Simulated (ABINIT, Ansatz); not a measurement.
## NbInO4 (P2/c): G0W0 with ABINIT, start to end

Wanted: ground state, empty states, screening and self-energy for NbInO4 (P2/c).

Method: LDA and many-body steps on it, plane waves, in ABINIT 10.8.3.

**The experiments to reproduce.**

- Gap 4.7 eV: direct gap from Elliott-Toyozawa fit; diffuse reflectance; 300 K; powder (“Accurate Determination of the Band-Gap Energy of the Rare-Earth Niobate Series”, 2024, arxiv:2401.13477).

## Step 1: The starting structure

Symmetry: P2/c, No. 13, monoclinic system. Conventional cell: a = 4.835 Å, b = 5.771 Å, c = 5.144 Å, α = 90.00°, β = 91.13°, γ = 90.00°. Nearest to Nb lie 6 O at 1.88 to 2.15 Å. In has 6 O at 2.10 to 2.23 Å nearest. Nearest to O lie 1 Nb at 1.88 Å and 2 In at 2.15 to 2.23 Å. Nearest to O lie 2 Nb at 1.98 to 2.15 Å and 1 In at 2.10 Å. Farther neighbours and most contacts between anions are not listed.

The cell and positions come from the Crystallography Open Database and are kept as given unless a step says otherwise.

## Step 2: Ground state

This step: ABINIT 10.8.3; DFT, LDA, plane waves, norm-conserving pseudopotentials.

The ground-state density comes first.

File run.abi:

```
acell 3*1.0 Angstrom
rprim 
  4.835500000000 0.000000000000 -0.000000000000
  0.000000000000 5.770900000000 0.000000000000
  -0.101444525800 0.000000000000 5.142999611900
ntypat 3
znucl 41 49 8
natom 12
typat 1 1 2 2 3 3 3 3 3 3 3 3
xred 
  0.000000000000 0.177900000000 0.250000000000
  0.000000000000 0.822100000000 0.750000000000
  0.500000000000 0.682500000000 0.250000000000
  0.500000000000 0.317500000000 0.750000000000
  0.260000000000 0.618000000000 0.901000000000
  0.740000000000 0.618000000000 0.599000000000
  0.740000000000 0.382000000000 0.099000000000
  0.260000000000 0.382000000000 0.401000000000
  0.217000000000 0.898000000000 0.438000000000
  0.783000000000 0.898000000000 0.062000000000
  0.783000000000 0.102000000000 0.562000000000
  0.217000000000 0.102000000000 0.938000000000
pp_dirpath "pseudos"
pseudos "Nb.upf, In.upf, O.upf"
ecut 42
ngkpt 4 4 4
nshiftk 1
shiftk 0 0 0
kptopt 1
chksymbreak 0
nband 68
occopt 1
tolvrs 1e-08
nstep 60
prtwf 0
optforces 0
optstress 0
indata_prefix "in"
outdata_prefix "out"
tmpdata_prefix "tmp"
```

Command:

```sh
$ OMP_NUM_THREADS=1 mpirun -n 16 abinit run.abi > log
```

Numbers of over 12 decimals in the logs are rounded to 6 here.

Log:

```text
.Version 10.8.3 of ABINIT. v10.8.2 released Aug 2026.

 Symmetries : space group P2/c (# 13); Bravais mP (primitive monocl.)
================================================================================
 Values of the parameters that define the memory need of the present run
     intxc =       0    ionmov =       0      iscf =       7    lmnmax =       6
     lnmax =       6     mgfft =      64  mpssoang =       3    mqgrid =    3182
     natom =      12  nloc_mem =       1    nspden =       1   nspinor =       1
    nsppol =       1      nsym =       4    n1xccc =    2501    ntypat =       3
    occopt =       1   xclevel =       1
-    mband =          68        mffmem =           1         mkmem =           2
       mpw =       12612          nfft =      207360          nkpt =          30
================================================================================
  Rough estimation (10% accuracy) of disk space for files :
================================================================================

--------------------------------------------------------------------------------
------------- Echo of variables that govern the present computation ------------
--------------------------------------------------------------------------------
 -outvars: echo values of preprocessed input variables --------
            acell      1.8897261259E+00  1.8897261259E+00  1.8897261259E+00 Bohr

      chksymbreak           0
             ecut      4.20000000E+01 Hartree
-          fftalg         312

              ixc       -1012
              kpt      0.00000000E+00  0.00000000E+00  0.00000000E+00
                       2.50000000E-01  0.00000000E+00  0.00000000E+00
                       5.00000000E-01  0.00000000E+00  0.00000000E+00
                       0.00000000E+00  2.50000000E-01  0.00000000E+00
                       2.50000000E-01  2.50000000E-01  0.00000000E+00
                       5.00000000E-01  2.50000000E-01  0.00000000E+00
                       0.00000000E+00  5.00000000E-01  0.00000000E+00
                       2.50000000E-01  5.00000000E-01  0.00000000E+00
                       5.00000000E-01  5.00000000E-01  0.00000000E+00
   [... 19 further rows ...]
                       2.50000000E-01  5.00000000E-01  5.00000000E-01
                       5.00000000E-01  5.00000000E-01  5.00000000E-01
         kptrlatt        4    0    0      0    4    0      0    0    4
          kptrlen      3.65510827E+01
P           mkmem           2
            natom          12
            nband          68
            ngfft          54      64      60
             nkpt          30
            nstep          60
             nsym           4
           ntypat           3
              occ      2.000000  2.000000  2.000000  2.000000  2.000000  2.000000
                       2.000000  2.000000  2.000000  2.000000  2.000000  2.000000
                       2.000000  2.000000  2.000000  2.000000  2.000000  2.000000
                       2.000000  2.000000  2.000000  2.000000  2.000000  2.000000
                       2.000000  2.000000  2.000000  2.000000  2.000000  2.000000
                       2.000000  2.000000  2.000000  2.000000  2.000000  2.000000
                       2.000000  2.000000  2.000000  2.000000  2.000000  2.000000
                       2.000000  2.000000  2.000000  2.000000  2.000000  2.000000
                       2.000000  2.000000  2.000000  2.000000  2.000000  2.000000
                       2.000000  2.000000  2.000000  2.000000  0.000000  0.000000
                       0.000000  0.000000  0.000000  0.000000  0.000000  0.000000
                       0.000000  0.000000
        optforces           0
        optstress           0
            prtwf           0
            rprim      4.8355000000E+00  0.0000000000E+00 -0.0000000000E+00
[...]
spgroup          13

           tolvrs      1.00000000E-08

             xred      3.8397221678E-19  1.7790000000E-01  2.5000000000E-01
[...]
znucl       41.00000   49.00000    8.00000

================================================================================

 chkinp: Checking input parameters for consistency.

================================================================================
== DATASET  1 ==================================================================
-   mpi_nproc: 16, omp_nthreads: 1 (-1 if OMP is not activated)

--- !DatasetInfo
iteration_state: {dtset: 1, }
dimensions: {natom: 12, nkpt: 30, mband: 68, nsppol: 1, nspinor: 1, nspden: 1, mpw: 12612, }
cutoff_energies: {ecut:  42.0, pawecutdg:  -1.0, }
electrons: {nelect:   1.16000000E+02, charge:   0.00000000E+00, occopt:   1.00000000E+00, tsmear:   1.00000000E-02, }

 Real(R)+Recip(G) space primitive vectors, cartesian coordinates (Bohr,Bohr^-1):
 R(1)=  9.1377707  0.0000000  0.0000000  G(1)=  0.1094359  0.0000000  0.0021586
 R(2)=  0.0000000 10.9054205  0.0000000  G(2)=  0.0000000  0.0916975  0.0000000
 R(3)= -0.1917024  0.0000000  9.7188607  G(3)=  0.0000000  0.0000000  0.1028927
 Unit cell volume ucvol=  9.6849644E+02 bohr^3
 Angles (23,13,12)=  9.00000000E+01  9.11300000E+01  9.00000000E+01 degrees

 getcut: wavevector=  0.0000  0.0000  0.0000  ngfft=  54  64  60
         ecut(hartree)=     42.000   => boxcut(ratio)=   2.01163

[...]
--------------------------------------------------------------------------------

_setup2: Arith. and geom. avg. npw (full set) are   12591.141   12591.134

================================================================================

--- !BeginCycle
iteration_state: {dtset: 1, }
solver: {iscf: 7, nstep: 60, nline: 4, wfoptalg: 0, }
tolerances: {tolvrs: 1.00E-08, }

     iter   Etot(hartree)      deltaE(h)  residm     vres2
 ETOT  1  -653.76037305950    -6.538E+02 2.315E-01 5.318E+03
 ETOT  2  -649.53830825478     4.222E+00 4.609E-02 2.810E+04
 ETOT  3  -655.85297791772    -6.315E+00 2.932E-02 1.084E+03
 ETOT  4  -655.90902974337    -5.605E-02 1.580E-02 4.812E+02
 ETOT  5  -655.93720485556    -2.818E-02 4.225E-03 2.900E+02
 ETOT  6  -655.97719294274    -3.999E-02 6.293E-03 1.520E+00
 ETOT  7  -655.97747985881    -2.869E-04 1.804E-03 6.463E-02
 ETOT  8  -655.97748441459    -4.556E-06 1.377E-03 6.265E-02
 ETOT  9  -655.97749136342    -6.949E-06 9.878E-04 4.321E-03
 ETOT 10  -655.97749220831    -8.449E-07 1.701E-03 4.376E-04
 ETOT 11  -655.97749226993    -6.162E-08 2.895E-03 1.383E-05
 ETOT 12  -655.97749227155    -1.627E-09 5.667E-03 1.306E-07
 ETOT 13  -655.97749227158    -2.058E-11 4.230E-03 7.965E-09

 At SCF step   13       vres2   =  7.97E-09 < tolvrs=  1.00E-08 =>converged.

--- !ResultsGS
iteration_state: {dtset: 1, }
comment   : Summary of ground state results
lattice_vectors:
- [  9.1377707,   0.0000000,  -0.0000000, ]
- [  0.0000000,  10.9054205,   0.0000000, ]
- [ -0.1917024,   0.0000000,   9.7188607, ]
lattice_lengths: [   9.13777,   10.90542,    9.72075, ]
lattice_angles: [ 90.000,  91.130,  90.000, ] # degrees, (23, 13, 12)
lattice_volume:   9.6849644E+02
convergence: {deltae: -2.058E-11, res2:  7.965E-09, residm:  4.230E-03, diffor:  0.000E+00, }
etotal    :  -6.55977492E+02
entropy   :   0.00000000E+00
fermie    :   1.98689826E-01
cartesian_stress_tensor: null
pressure_GPa: null
xred      :
- [  3.8397E-19,   1.7790E-01,   2.5000E-01, Nb]
- [  2.0193E-18,   8.2210E-01,   7.5000E-01, Nb]
- [  5.0000E-01,   6.8250E-01,   2.5000E-01, In]
- [  5.0000E-01,   3.1750E-01,   7.5000E-01, In]
- [  2.6000E-01,   6.1800E-01,   9.0100E-01,  O]
- [  7.4000E-01,   6.1800E-01,   5.9900E-01,  O]
- [  7.4000E-01,   3.8200E-01,   9.9000E-02,  O]
- [  2.6000E-01,   3.8200E-01,   4.0100E-01,  O]
- [  2.1700E-01,   8.9800E-01,   4.3800E-01,  O]
- [  7.8300E-01,   8.9800E-01,   6.2000E-02,  O]
- [  7.8300E-01,   1.0200E-01,   5.6200E-01,  O]
- [  2.1700E-01,   1.0200E-01,   9.3800E-01,  O]
cartesian_forces: null
force_length_stats: {min: null, max: null, mean: null, }

 Integrated electronic density in atomic spheres:
 ------------------------------------------------
 Atom  Sphere_radius  Integrated_density
[...]
================================================================================

 ----iterations are completed or convergence reached----

 Mean square residual over all n,k,spin=   32.245E-07; max=  42.302E-04
 reduced coordinates (array xred) for   12 atoms
[...]
0.260000000000      0.382000000000      0.401000000000
       0.217000000000      0.898000000000      0.438000000000
       0.783000000000      0.898000000000      0.062000000000
       0.783000000000      0.102000000000      0.562000000000
       0.217000000000      0.102000000000      0.938000000000
 rms dE/dt=  0.0000E+00; max dE/dt=  0.0000E+00; dE/dt below (all hartree)
    1       0.000000000000      0.000000000000      0.000000000000
    2       0.000000000000      0.000000000000      0.000000000000
    3       0.000000000000      0.000000000000      0.000000000000
    4       0.000000000000      0.000000000000      0.000000000000
    5       0.000000000000      0.000000000000      0.000000000000
    6       0.000000000000      0.000000000000      0.000000000000
    7       0.000000000000      0.000000000000      0.000000000000
    8       0.000000000000      0.000000000000      0.000000000000
    9       0.000000000000      0.000000000000      0.000000000000
   10       0.000000000000      0.000000000000      0.000000000000
[...]
cartesian coordinates (angstrom) at end:
[...]
9      1.004871     5.182268     2.252634
   10      3.779907     5.182268     0.318866
   11      3.729185     0.588632     2.890366
   12      0.954149     0.588632     4.824134
 length scales=  1.889726125908  1.889726125908  1.889726125908 bohr
              =  1.000000000000  1.000000000000  1.000000000000 angstroms
 prteigrs : about to open file out_EIG
 Fermi (or HOMO) energy (hartree) =   0.19869   Average Vxc (hartree)=  -0.44310
 Eigenvalues (hartree) for nkpt=  30  k points:
 kpt#   1, nband= 68, wtk=  0.01563, kpt=  0.0000  0.0000  0.0000 (reduced coord)
  -3.93768   -3.93768   -2.41719   -2.41713   -2.41685   -2.41680   -2.41599   -2.41596
  -1.79188   -1.79093   -0.92572   -0.92257   -0.92112   -0.91745   -0.91710   -0.91536
  -0.43803   -0.40847   -0.39568   -0.39562   -0.39477   -0.38483   -0.37516   -0.37150
  -0.24626   -0.24569   -0.24402   -0.24302   -0.23915   -0.23883   -0.23813   -0.23604
  -0.23045   -0.22311   -0.00878   -0.00250    0.02508    0.04714    0.05319    0.06674
   0.06822    0.08427    0.09746    0.10117    0.10736    0.11620    0.12307    0.13350
   0.13508    0.13721    0.14092    0.16820    0.17057    0.17512    0.17871    0.17942
   0.19249    0.19395    0.32713    0.34320    0.34967    0.35080    0.35795    0.38434
   0.38569    0.44181    0.48963    0.49623
 prteigrs : prtvol=0 or 1, do not print more k-points.

--- !EnergyTerms
iteration_state     : {dtset: 1, }
comment             : Components of total free energy in Hartree
kinetic             :  2.61316053332207E+02
hartree             :  1.78538259833821E+02
xc                  : -1.14871142172019E+02
Ewald energy        : -4.15323760404883E+02
psp_core            :  1.78537119915176E+01
local_psp           : -5.42229378785246E+02
non_local_psp       : -4.12612360669731E+01
total_energy        : -6.55977492271575E+02
total_energy_eV     : -1.78500569108718E+04
band_energy         : -6.86985416353427E+01

== END DATASET(S) ==============================================================
================================================================================

 -outvars: echo values of variables after computation  --------
           etotal     -6.5597749227E+02
            nband          68
             nkpt          30
          spgroup          13
 [... the other variables as echoed above ...]

 Calculation completed.
```

Run time: 1.9 min. Hardware: 16 MPI ranks of Arm Neoverse V2, shared host; peak memory 2.2 GiB.

Numbers from this step:

```
total energy               : -17850.0569 eV
gap                        : 3.247 eV
k of the valence top       : -0.25, 0, 0.25
k of the conduction bottom : 0.25, 0, 0.5
least direct gap           : 3.370 eV
```

The gap is indirect, with the least direct gap 0.12 eV higher.

(Continued in part 2 of 3.)

[Paths, hosts, dates, memory and timing lines, banners, echoed tables and standing remarks are left out of the program output.]

[Logs are printed without paths, hosts, clocks, repeated set-up lines and the standing remarks that a program may print on its own settings, such as how far it seeks lower states.]

[Runs of the session that timed out or met a known fault of the program may be left out.]

[Hosts, paths, dates, database ids (printed as entryN), source tags and the programs' standing remarks are cut or masked in the printed files.]

[G0W0 gaps are taken among the corrected bands and points alone; a level outside them can change the order at an edge.]

[Where Ansatz stands beside ABINIT at settings called matched, ABINIT's density can come from a denser mesh and the files from another edition; pairs whose starting gaps differed by over 0.03 eV were left out, so agreement reads better than it is.]
